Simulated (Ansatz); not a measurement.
# Hf (P6_3/mmc, 2 atoms in the cell): modes against biaxial strain in the (0001) plane, that of a and b, part 2 of 2

Wanted: the shifts of the zone-centre modes of Hf (P6_3/mmc, 2 atoms in the cell) with strain.

Ansatz 0.2.0; DFT PBEsol, scalar-relativistic, plane waves, PAW; PAW set soft_1.

So far, highest optical mode at the zone centre (no LO-TO term) (cm⁻¹): step 4 (zone-centre response at rest) 106; step 6 (strain 4 %) 128.

## (7) A member of the series: biaxial strain of -4 % in the (0001) plane, that of a and b

The cell takes a biaxial strain of -4 % in the (0001) plane, that of a and b. The strained lengths are held, while the rest of the cell and the atoms relax.

Contents of input.yaml:

```yaml
crystal:
  lattice:
    - [3.0340052, 0.0, 0.0]
    - [-1.5170026, 2.6275255784, 0.0]
    - [0.0, 0.0, 5.1106343528]
  atoms:
    - { symbol: Hf, position: [0.3333333333, 0.6666666667, 0.25] }
    - { symbol: Hf, position: [0.6666666667, 0.3333333333, 0.75] }
kpoints:
  mp_grid: { grid: [15, 15, 8] }
hamiltonian:
  xc: pbesol
  pseudopotentials: { kind: paw, azcp: { folder: soft_1 }, xc_functional: pbe }
scf:
  occupations: { method: methfessel_paxton, width: 0.2 }
output:
  forces: true
  stress: true
  eigenvalues: true
relax:
  adjacent_minimum: "off"
  f_tol: 0.001
  max_steps: 60
  cell: { stress_tol: 0.01, fix: [a, b, gamma] }
```

The run is started by

```
$ ansatz run input.yaml --threads 4 --pin off --max-ram 10240MiB --backend cpu --events-out ev --progress --plain --runs-dir out
```

It took 27 s on 4 threads of Intel Xeon at 2.50GHz (Skylake/Cascade Lake), shared host; peak memory 0.49 GiB; 91 s of CPU time.

Step by step:

```tsv
step	energy less that of the first step (eV)	largest force component (eV/Å)	pressure (GPa)	volume (Å³)
1	0.0000	0.0000	7.15	40.74
2	-0.0003	0.0000	4.86	41.45
3	-0.0020	0.0000	5.88	41.12
4	-0.0020	0.0000	5.92	41.11
5*	-0.0021	0.0000	5.92	41.11
```

Relaxation steps marked * repeat the geometry before them on a plane-wave basis chosen anew for their cell, so energy and pressure can jump there.

The run keeps the 24 symmetry operations that it works with, so distortions that break them were not tested.

```tsv
conventional cell, symmetrised	before	after	change
a (Å)	3.034	3.034	+0.0 %
b (Å)	3.034	3.034	+0.0 %
c (Å)	5.111	5.157	+0.9 %
volume (Å³/atom)	20.37	20.56	+0.9 %
```

The relaxed structure:

```
Hf
1.0
     3.03401    0.00000    0.00000
    -1.51700    2.62753    0.00000
     0.00000    0.00000    5.15726
Hf
2
Cartesian
  0.0000 1.7517 1.2893
  1.5170 0.8758 3.8679
```

Numbers from this step:

```yaml
pressure: 5.917 GPa
volume_per_atom: 20.56 Å³
```

The forces vanish by symmetry.

The cell grew by 0.9 % in volume.

## (8) Modes of this member: biaxial strain of -4 % in the (0001) plane, that of a and b

The zone-centre modes follow for biaxial strain of -4 % in the (0001) plane, that of a and b.

input.yaml, the sections that differ from step 7:

```yaml
crystal:
  lattice:
    - [3.0340052, 0.0, 0.0]
    - [-1.5170026, 2.6275255784, 0.0]
    - [0.0, 0.0, 5.1572607761]
  atoms:
    - { symbol: Hf, position: [0.3333333333, 0.6666666667, 0.25] }
    - { symbol: Hf, position: [0.6666666667, 0.3333333333, 0.75] }
output:
  eigenvalues: true
phonons:
  method: dfpt
# kpoints, hamiltonian, scf: as in step 7
# relax: removed
```

Run time: 67 s. Hardware: 4 threads; peak memory 1.5 GiB; 3.8 min of CPU time.

This step gave:

```
sum-rule residual before enforcement                    : 4.27e-5 eV/Å²
highest optical mode at the zone centre (no LO-TO term) : 122.9 cm⁻¹
lowest optical zone-centre mode                         : 63.85 cm⁻¹
```

Patterns of degenerate modes are one choice out of their space. Modes at Γ:

```tsv
mode	frequency (cm⁻¹)	symmetry
1	0.0	acoustic
2	0.0	acoustic
3	0.0	acoustic
4	63.9	E2g
5	63.9	E2g
6	122.9	B1g
```

Displacements in mode 5 (63.9 cm⁻¹), the largest set to 1:
```
Hf1  0.00 -1.00  0.00
Hf2  0.00  1.00  0.00
```

Displacements in mode 6 (122.9 cm⁻¹), the largest set to 1:
```
Hf1  0.00  0.00 -1.00
Hf2  0.00  0.00  1.00
```

The lowest optical mode is real, 63.9 cm⁻¹, and the highest lies at 122.9 cm⁻¹.

Between step 4 and this run (strain -4 %) the value for the highest optical mode at the zone centre (no LO-TO term) moves from 106 cm⁻¹ to 123 cm⁻¹ (+16 %).

## (9) The series together

The members are set side by side, also those not shown above.

Stress is positive in compression; energies are extrapolated to zero smearing, and E0 is that at rest; the edges not held and the atoms are relaxed in each cell; all runs use 15×15×8 k points and Methfessel-Paxton smearing of 0.2 eV. State of the crystal along the series:

```tsv
strain (%)	in-plane stress (GPa)	free strain along c (%)	E - E0 (meV/atom)
-4	8.875	3.241	48.04
-3	6.722	2.307	27.06
-2	4.44	1.491	11.92
-1	2.17	0.7323	2.976
0	-0.001651	0	0
1	-2.063	-0.7031	2.699
2	-4.01	-1.375	10.83
3	-5.828	-2.022	24.14
4	-7.5	-2.659	42.3
```

Optical modes are counted from below at rest and tracked from member to member by their patterns, and modes that stay within 0.3 cm⁻¹ of each other stand once; labels, where given, are those at rest; the edges not held and the atoms are relaxed in each cell; all runs use 15×15×8 k points and Methfessel-Paxton smearing of 0.2 eV. Optical modes along the series:

```tsv
strain (%)	optical mode 1 E2g (cm⁻¹)	optical mode 2 B1g (cm⁻¹)
-4	63.85	122.9
-3	67.64	115
-2	72.11	108.6
-1	76.07	104.6
0	79.25	106
1	81.74	111.7
2	83.64	118.2
3	85.1	123.6
4	86.3	127.8
```

Value and slope at zero strain of a cubic (a lower polynomial where under five rows exist) through the rows within 2 % of rest. Slopes at rest:

```tsv
mode	frequency (cm⁻¹)	shift per percent of strain (cm⁻¹)	shift per GPa of compressive stress (cm⁻¹)
optical mode 1 E2g	79.2	2.82	-1.33
optical mode 2 B1g	106.2	3.97	-1.87
```

## (10) Summary of results

| Quantity | Value |
| --- | --- |
| members | 9 |
| highest optical mode at the zone centre (no LO-TO term), at rest | 106.0 cm⁻¹ |
| biaxial modulus in the (0001) plane, that of a and b | 212 GPa |
| optical mode 1 E2g, shift per percent | 2.82 cm⁻¹ |
| optical mode 2 B1g, shift per percent | 3.97 cm⁻¹ |

In words: The stress changes by 2.12 GPa for each percent, a biaxial modulus of 212 GPa in the (0001) plane, that of a and b. For each percent the free edge responds with -0.72 %. Within 2 % of rest optical mode 1 E2g and optical mode 2 B1g bend away from a straight line, so a single slope holds only near rest. These are harmonic frequencies at zero temperature: anharmonic shifts, linewidths and thermal expansion are left out. Spin-orbit coupling is left out, which can matter for the heavy elements here. With no gap, or one that is small against the smearing, the frequencies hang on the k mesh and the smearing, most of all near Kohn anomalies. The PAW files were made for PBE; the program adapts parts of them to the functional of the run, but their partial waves stay those of PBE, an approximation that was not tested in this session. Only the zone centre was solved, so an instability at another wavevector cannot show here.

[Logs are printed without paths, hosts, clocks, repeated set-up lines and the standing remarks that a program may print on its own settings, such as how far it seeks lower states.]

[Hosts, paths, dates, database ids (printed as entryN), source tags and the programs' standing remarks are cut or masked in the printed files.]
